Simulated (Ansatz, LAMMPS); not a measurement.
## A frame of liquid (K,Li)2CO3 from 900 K (96 atoms): geometry optimisation

Wanted: the relaxed structure of a frame of liquid (K,Li)2CO3 from 900 K (96 atoms) and its electronic structure.

Method: Kohn-Sham DFT, PBEsol, PAW (set soft_2), plane waves, in Ansatz 0.2.0.

### 1. Starting point

The cell holds 96 atoms: 16 C, 48 O, 12 K and 20 Li. Cell: a = 11.031 Å, b = 11.031 Å, c = 11.031 Å, α = 90.0°, β = 90.0°, γ = 90.0°. 12 K+, 20 Li+, 16 CO3 2- placed at random, at 1.94 g/cm³; overlaps pushed apart, then 10 ps at 1300 K with harmonic planar carbonate ions with charges +1 on C and -1 on O; Joung-Cheatham ions (J. Phys. Chem. B 112, 9020 (2008)); charges of ions scaled by 0.8. Snapshot after 20 ps at 900 K and fixed volume.

Before any run, some limits are plain. The starting topology of bonds comes from the classical model. The Brillouin zone is sampled at Γ only, in a cell whose shortest periodic width is 11 Å.

### 2. Single point at the start

A single point comes first, to see the forces before anything moves.

Input file input.yaml:

```yaml
crystal:
  lattice:
    - [11.03082, 0.0, 0.0]
    - [0.0, 11.03082, 0.0]
    - [0.0, 0.0, 11.03082]
  atoms:
    - { symbol: C, position: [0.61675, 0.63059, 0.62191] }
    - { symbol: O, position: [0.66389, 0.53052, 0.61129] }
    - { symbol: O, position: [0.55863, 0.65839, 0.52445] }
    - { symbol: O, position: [0.64813, 0.69836, 0.70633] }
    [... 86 atom lines left out ...]
    - { symbol: Li, position: [0.80846, 0.75808, 0.03797] }
    - { symbol: Li, position: [0.91105, 0.1483, 0.5676] }
    - { symbol: Li, position: [0.65918, 0.26657, 0.37394] }
    - { symbol: Li, position: [0.59345, 0.96107, 0.17006] }
    - { symbol: Li, position: [0.70382, 0.52792, 0.78071] }
    - { symbol: Li, position: [0.54277, 0.47428, 0.46535] }
kpoints:
  mp_grid: { grid: [1, 1, 1] }
hamiltonian:
  xc: pbesol
scf:
  occupations: { method: fixed }
output:
  forces: true
  stress: true
  populations: true
  dos:
    method: { smearing: { sigma: 0.15 } }
    de: 0.1
    projected: { site_lists: { C: [C], K: [K], Li: [Li], O: [O] } }
  eigenvalues: true
```

On the command line:

```sh
> ansatz run input.yaml --threads 4 --pin off --max-ram 8192MiB --backend cpu --events-out ev --progress --plain --runs-dir out
```

The job ended after 18 s (4 threads of Arm Neoverse V2, shared host; peak memory 1.6 GiB).

Read from the output:

- free energy: -53157.0254 eV
- free energy per atom: -553.7190 eV/atom
- SCF cycles: 10
- pressure: 5.762 GPa
- r.m.s. force component: 2.21 eV/Å
- longest force: 10.21 eV/Å
- Fermi energy: 3.16 eV
- gap (highest filled to lowest empty level): 2.557 eV
- spilling of the projection: 0.009583

The r.m.s. force component of 2.2 eV/Å and the pressure of 5.8 GPa set the starting point.

Length of the force by element:

| element | coordination | atoms | mean length of the force (eV/Å) | spread | least | most |
| --- | --- | --- | --- | --- | --- | --- |
| C | all | 16 | 4.04 | 1.05 | 1.46 | 5.58 |
| K | all | 12 | 0.579 | 0.251 | 0.224 | 1.06 |
| Li | all | 20 | 0.649 | 0.241 | 0.175 | 1.02 |
| O | all | 48 | 4.15 | 2.45 | 0.304 | 10.2 |

### 3. Relaxation

With the cell held, the atoms are moved downhill towards a nearby minimum.

input.yaml, the sections that differ from step 2:

```yaml
output:
  forces: true
relax:
  f_tol: 0.03
  max_steps: 200
# crystal, kpoints, hamiltonian, scf: as in step 2
```

Elapsed: 6.5 min, on 4 threads; peak memory 1.5 GiB; 25 min of CPU time.

Step by step (22 of 49):

| step | energy less that of the first step (eV) | largest force component (eV/Å) |
| --- | --- | --- |
| 1 | 0.0000 | 9.6455 |
| 3 | -12.1083 | 1.4424 |
| 6 | -15.4011 | 0.8605 |
| 8 | -16.5776 | 0.3450 |
| 10 | -16.8503 | 0.7289 |
| 12 | -17.1572 | 0.2909 |
| 15 | -17.3527 | 0.2199 |
| 17 | -17.4075 | 0.1449 |
| 19 | -17.4136 | 0.3523 |
| 22 | -17.4265 | 0.0297 |
| 24 | -17.4291 | 0.0390 |
| 26 | -17.4310 | 0.0430 |
| 28 | -17.4338 | 0.0678 |
| 31 | -17.4390 | 0.1103 |
| 33 | -17.4440 | 0.3185 |
| 35 | -17.4544 | 0.7073 |
| 38 | -17.5582 | 0.6993 |
| 40 | -17.6071 | 0.7175 |
| 42 | -17.6465 | 0.0731 |
| 44 | -17.6485 | 0.1154 |
| 47 | -17.6510 | 0.0323 |
| 49 | -17.6516 | 0.0198 |

Relaxation steps 18, 21, 46, 48 were tried and not accepted.

The atoms that moved most (Å):

| atom | dx | dy | dz | length |
| --- | --- | --- | --- | --- |
| O62 | -0.869 | 0.646 | 0.558 | 1.218 |
| O15 | -0.530 | -0.660 | 0.846 | 1.197 |
| O26 | -0.498 | -0.915 | 0.499 | 1.155 |
| O59 | -0.560 | -0.960 | 0.140 | 1.120 |
| O11 | 0.996 | -0.123 | -0.422 | 1.089 |
| Li78 | 0.458 | 0.985 | -0.035 | 1.087 |
| O28 | -0.804 | -0.491 | 0.386 | 1.018 |
| O27 | -0.739 | -0.611 | -0.338 | 1.017 |

The relaxation changed the energy by -184 meV/atom, and atoms moved by 0.62 Å r.m.s., 1.2 Å at most.

### 4. Structure statistics after relaxation

Bonds before and after, by the cutoffs listed below:

```csv
pair,bonds before,bonds after,mean before (Å),mean after (Å),spread before (Å),spread after (Å)
O-Li,69,75,2.058,1.985,0.103,0.067
O-C,48,48,1.258,1.295,0.045,0.010
O-K,79,79,2.951,2.859,0.239,0.193
```

Density 1.94 g/cm³, 13.98 Å³ an atom.

Pair distribution functions g(r), in bins of 0.2 Å:

| r (Å) | total | O-O | O-Li | O-C | O-K | Li-Li | Li-C |
| --- | --- | --- | --- | --- | --- | --- | --- |
| 1.20 | 2.42 | 0.00 | 0.00 | 14.55 | 0.00 | 0.00 | 0.00 |
| 1.40 | 0.93 | 0.00 | 0.00 | 5.55 | 0.00 | 0.00 | 0.00 |
| 1.60 | 0.00 | 0.00 | 0.00 | 0.00 | 0.00 | 0.00 | 0.00 |
| 1.80 | 0.17 | 0.00 | 0.80 | 0.00 | 0.00 | 0.00 | 0.00 |
| 2.00 | 1.94 | 0.00 | 9.32 | 0.00 | 0.00 | 0.00 | 0.00 |
| 2.20 | 1.31 | 4.46 | 0.59 | 0.00 | 0.00 | 0.00 | 0.96 |
| 2.40 | 0.21 | 0.00 | 0.49 | 0.00 | 0.00 | 0.00 | 1.50 |
| 2.60 | 0.64 | 0.00 | 0.24 | 0.00 | 2.53 | 0.76 | 3.47 |
| 2.80 | 1.18 | 0.24 | 0.50 | 0.26 | 3.92 | 1.73 | 5.92 |
| 3.00 | 1.10 | 1.38 | 0.80 | 0.08 | 1.44 | 2.70 | 2.42 |
| 3.20 | 1.30 | 1.69 | 0.98 | 0.61 | 1.19 | 1.83 | 1.17 |
| 3.40 | 0.89 | 1.09 | 0.91 | 0.66 | 0.24 | 2.08 | 0.29 |
| 3.60 | 1.10 | 0.82 | 1.29 | 1.24 | 0.71 | 0.42 | 0.26 |
| 3.80 | 1.00 | 0.93 | 1.08 | 1.33 | 0.96 | 0.18 | 0.12 |
| 4.00 | 1.07 | 0.99 | 1.14 | 1.65 | 0.81 | 1.34 | 0.21 |
| 4.20 | 0.86 | 0.50 | 0.93 | 1.46 | 0.89 | 0.31 | 0.29 |
| 4.40 | 0.97 | 0.86 | 0.75 | 1.48 | 1.24 | 0.69 | 0.34 |
| 4.60 | 0.83 | 0.99 | 0.60 | 1.09 | 0.88 | 0.88 | 0.39 |
| 4.80 | 1.00 | 1.18 | 1.16 | 0.78 | 0.97 | 1.38 | 0.72 |
| 5.00 | 1.00 | 1.39 | 0.80 | 0.72 | 1.10 | 1.07 | 0.54 |
| 5.20 | 1.08 | 1.41 | 0.74 | 0.92 | 0.93 | 1.28 | 1.42 |
| 5.40 | 0.95 | 0.97 | 0.76 | 1.10 | 1.11 | 0.65 | 1.36 |

Bonds by pair of elements; cutoffs follow the first minimum of g(r), held within bounds set by covalent radii, and pairs that aren't listed don't count as bonded:

| pair A-B | cutoff (Å) | bonds | mean length (Å) | spread (Å) | shortest (Å) | B about A | A about B |
| --- | --- | --- | --- | --- | --- | --- | --- |
| O-Li | 2.27 | 75 | 1.99 | 0.067 | 1.83 | 1.56 | 3.75 |
| O-C | 1.73 | 48 | 1.29 | 0.01 | 1.27 | 1 | 3 |
| O-K | 3.38 | 79 | 2.86 | 0.193 | 2.59 | 1.65 | 6.58 |

How many atoms have how many bonded neighbours:

```csv
element,mean,3,4,5,6,7,8
C,3,16,0,0,0,0,0
K,6.58,0,0,2,4,3,3
Li,3.75,5,15,0,0,0,0
O,4.21,6,30,8,4,0,0
```

Bond angles, per cent of each kind in bins of 5°:

```
angle (°)  O-K-O  O-Li-O  K-O-Li  C-O-K  C-O-Li
    40–45    4.9     0.0     0.0    0.0     0.0
    45–50    3.5     0.0     0.0    0.0     0.0
    50–55    0.9     0.0     0.0    0.0     0.0
    55–60    1.8     0.0     0.0    0.0     0.0
    60–65    8.4     1.9     0.0    0.0     0.0
    65–70    3.1     3.8     0.0    0.0     0.0
    70–75    5.7     0.0     4.9    2.5     0.0
    75–80    4.0     0.0    10.8    6.3     0.0
    80–85    7.9     1.0    12.7   11.4     9.3
    85–90    3.5     3.8    13.7    6.3     6.7
    90–95    6.6     3.8     7.8   10.1     1.3
   95–100    3.5    13.3    10.8    3.8     6.7
  100–105    5.3    10.5     5.9   16.5     6.7
  105–110    5.7    15.2     5.9    6.3     8.0
  110–115    6.2    14.3     3.9    2.5    13.3
  115–120    3.5     9.5     2.9    3.8     9.3
  120–125    2.6     6.7     1.0    7.6     9.3
  125–130    4.9     5.7     2.0    2.5     9.3
  130–135    1.8     3.8     0.0    6.3     5.3
  135–140    1.8     1.9     2.9    3.8     6.7
  140–145    2.6     1.9     2.0    1.3     4.0
  145–150    0.9     0.0     2.9    1.3     2.7
  150–155    3.5     1.9     4.9    3.8     0.0
  155–160    2.2     0.0     1.0    1.3     0.0
  160–165    2.6     0.0     1.0    1.3     0.0
  165–170    1.8     1.0     2.0    1.3     1.3
  170–175    0.9     0.0     1.0    0.0     0.0
```

Bond angles (no mean is given where the spread exceeds 20°):

| angle | count | mean (°) | spread (°) |
| --- | --- | --- | --- |
| O-K-O | 227 | - | - |
| O-Li-O | 105 | 109 | 18.1 |
| K-O-Li | 102 | - | - |
| C-O-K | 79 | - | - |
| C-O-Li | 75 | 114 | 19.2 |

Bond length by coordination (bonds to H left out):

| element | coordination | atoms | mean bond length (Å) |
| --- | --- | --- | --- |
| K | 5 | 2 | 2.76 |
| K | 6 | 4 | 2.85 |
| K | 7 | 3 | 2.84 |
| K | 8 | 3 | 2.93 |
| Li | 3 | 5 | 1.97 |
| Li | 4 | 15 | 1.99 |
| O | 3 | 6 | 1.88 |
| O | 4 | 30 | 2.09 |
| O | 5 | 8 | 2.37 |
| O | 6 | 4 | 2.38 |

With the cutoffs above, all C atoms have 3, 33 % of K atoms have 6, 75 % of Li atoms have 4 and 62 % of O atoms have 4 bonded neighbours.

### 5. Single point at the relaxed geometry

One more single point at the end of the walk gives the fuller output and checks the residual forces.

Input file input.yaml:

```yaml
crystal:
  lattice:
    - [11.03082, 0.0, 0.0]
    - [0.0, 11.03082, 0.0]
    - [0.0, 0.0, 11.03082]
  atoms:
    - { symbol: C, position: [0.64619, 0.61254, 0.62294] }
    - { symbol: O, position: [0.69903, 0.51231, 0.65932] }
    - { symbol: O, position: [0.58829, 0.61479, 0.5216] }
    - { symbol: O, position: [0.65358, 0.70721, 0.68941] }
    [... 86 atom lines left out ...]
    - { symbol: Li, position: [0.77054, 0.73794, 0.04855] }
    - { symbol: Li, position: [0.90742, 0.19448, 0.56003] }
    - { symbol: Li, position: [0.69681, 0.26375, 0.35777] }
    - { symbol: Li, position: [0.59891, 0.95067, 0.13789] }
    - { symbol: Li, position: [0.70923, 0.49554, 0.83914] }
    - { symbol: Li, position: [0.54328, 0.46963, 0.43634] }
kpoints:
  mp_grid: { grid: [1, 1, 1] }
hamiltonian:
  xc: pbesol
scf:
  occupations: { method: fixed }
output:
  forces: true
  stress: true
  populations: true
  dos:
    method: { smearing: { sigma: 0.1 } }
    de: 0.1
    projected: { site_lists: { C: [C], K: [K], Li: [Li], O: [O] } }
  eigenvalues: true
  write_density: true
  write_potential: true
  volumetric_format: npy
  elf: true
```

Wall time 19 s (4 threads); peak memory 1.6 GiB; 73 s of CPU time.

The program notes that the exchange-correlation potential is rough where the density is thin.

Numbers from this run:

| Quantity | Value |
| --- | --- |
| free energy | -53174.6770 eV |
| free energy per atom | -553.9029 eV/atom |
| SCF cycles | 10 |
| pressure | -0.9328 GPa |
| r.m.s. force component | 0.00402 eV/Å |
| longest force | 0.0227 eV/Å |
| Fermi energy | 2.451 eV |
| gap (highest filled to lowest empty level) | 3.646 eV |
| spilling of the projection | 0.008865 |

Löwdin charges by element and coordination (they lack the spilled electrons, 0.048 e an atom on average):

| element | coordination | atoms | mean charge (e) | spread | least | most |
| --- | --- | --- | --- | --- | --- | --- |
| C | all | 16 | 0.643 | 0.0176 | 0.613 | 0.674 |
| K | all | 12 | 0.850 | 0.0163 | 0.827 | 0.880 |
| K | 5 | 2 | 0.860 | 0.0089 | 0.851 | 0.869 |
| K | 6 | 4 | 0.858 | 0.0043 | 0.854 | 0.866 |
| K | 7 | 3 | 0.852 | 0.0218 | 0.827 | 0.880 |
| K | 8 | 3 | 0.831 | 0.0011 | 0.830 | 0.833 |
| Li | all | 20 | 0.765 | 0.0107 | 0.745 | 0.790 |
| Li | 3 | 5 | 0.771 | 0.0102 | 0.761 | 0.790 |
| Li | 4 | 15 | 0.763 | 0.0101 | 0.745 | 0.781 |
| O | all | 48 | -0.650 | 0.0244 | -0.705 | -0.602 |
| O | 3 | 6 | -0.636 | 0.0186 | -0.664 | -0.602 |
| O | 4 | 30 | -0.65 | 0.0254 | -0.7 | -0.609 |
| O | 5 | 8 | -0.655 | 0.0225 | -0.705 | -0.634 |
| O | 6 | 4 | -0.659 | 0.0184 | -0.684 | -0.638 |

States in the cell by windows of 1 eV, zero at the Fermi level; the larger projections on atomic orbitals stand beside the total:

```csv
from (eV),to (eV),total,O p,C p,O s
-10,-9,0.0,0.0,0.0,0.0
-9,-8,8.7,4.8,0.1,2.3
-8,-7,23.4,13.0,0.3,6.6
-7,-6,55.4,35.4,11.7,6.1
-6,-5,40.5,25.3,10.2,3.9
-5,-4,0.0,0.0,0.0,0.0
-4,-3,5.3,4.8,0.0,0.0
-3,-2,72.3,68.8,0.2,0.2
-2,-1,54.6,53.1,0.1,0.1
-1,0,27.2,26.7,0.0,0.0
0,1,0.7,0.6,0.0,0.0
1,3,0.0,0.0,0.0,0.0
3,4,2.0,0.0,0.0,0.3
4,5,16.2,3.7,4.9,0.6
```

With fixed occupations the program's Fermi level is the highest filled level; weight inside the gap is the broadening of levels at its edges.

Between -26 and -10 eV lie 168 more states.

The stored curve holds about 456 of the 520 electrons; the rest, give or take the few that broadening carries across the Fermi level, lie in deeper levels below its range.

The levels nearest the highest filled one (over half full), pooled over k-points and spins:

```
level less the highest filled one (eV)  occupation
                                -0.409           2
                                -0.371           2
                                -0.364           2
                                -0.320           2
                                -0.313           2
                                     0           2
                                  3.65           0
                                  4.40           0
                                  4.62           0
                                  4.77           0
                                  4.84           0
                                  4.87           0
```

Mean Löwdin charges: C +0.64, K +0.85, Li +0.77, O -0.65 e (they miss 0.89 % of the electrons, so they add up to more than the cell's charge).

1 further run on a deliberately doubtful input is not shown.

### 6. Outcome

| Property | Result |
| --- | --- |
| energy change in the relaxation | -183.9 meV/atom |
| r.m.s. displacement | 0.625 Å |
| largest displacement | 1.218 Å |
| free energy per atom | -553.9029 eV/atom |
| pressure | -0.9328 GPa |
| r.m.s. force component | 0.00402 eV/Å |
| gap (highest filled to lowest empty level) | 3.646 eV |
| wall time of the 3 DFT runs | 7.1 min |

Relaxation lowers the energy by 184 meV/atom and moves atoms by 0.62 Å r.m.s.; the r.m.s. force component goes from 2.2 to 0.0040 eV/Å, the pressure goes from 5.8 to -0.93 GPa, and the gap from 2.56 to 3.65 eV. By the final cutoffs 29 of 196 bonded pairs parted and 35 joined. First to last step the energy falls by 17.652 eV; the largest move, 1.22 Å, is that of O62, with 1 other atom within 2 % of it. The O-K bonds change most in mean length: from 2.951 Å (spread 0.239) to 2.859 Å (spread 0.193). With the cutoffs above, all C atoms have 3, 33 % of K atoms have 6, 75 % of Li atoms have 4 and 62 % of O atoms have 4 bonded neighbours. Between filled and empty levels lie 3.65 eV (at Γ alone); a semilocal functional tends to put such gaps too low. In a disordered cell it changes from sample to sample and from frame to frame.

**Limits.** The network of bonds at the start is that of the classical potential that made the cell; in DFT 29 of its 196 bonded pairs passed out of the cutoffs and 35 came within them.

[Logs are printed without paths, hosts, clocks, repeated set-up lines and the standing remarks that a program may print on its own settings, such as how far it seeks lower states.]

[Hosts, paths, dates, database ids (printed as entryN), source tags and the programs' standing remarks are cut or masked in the printed files.]
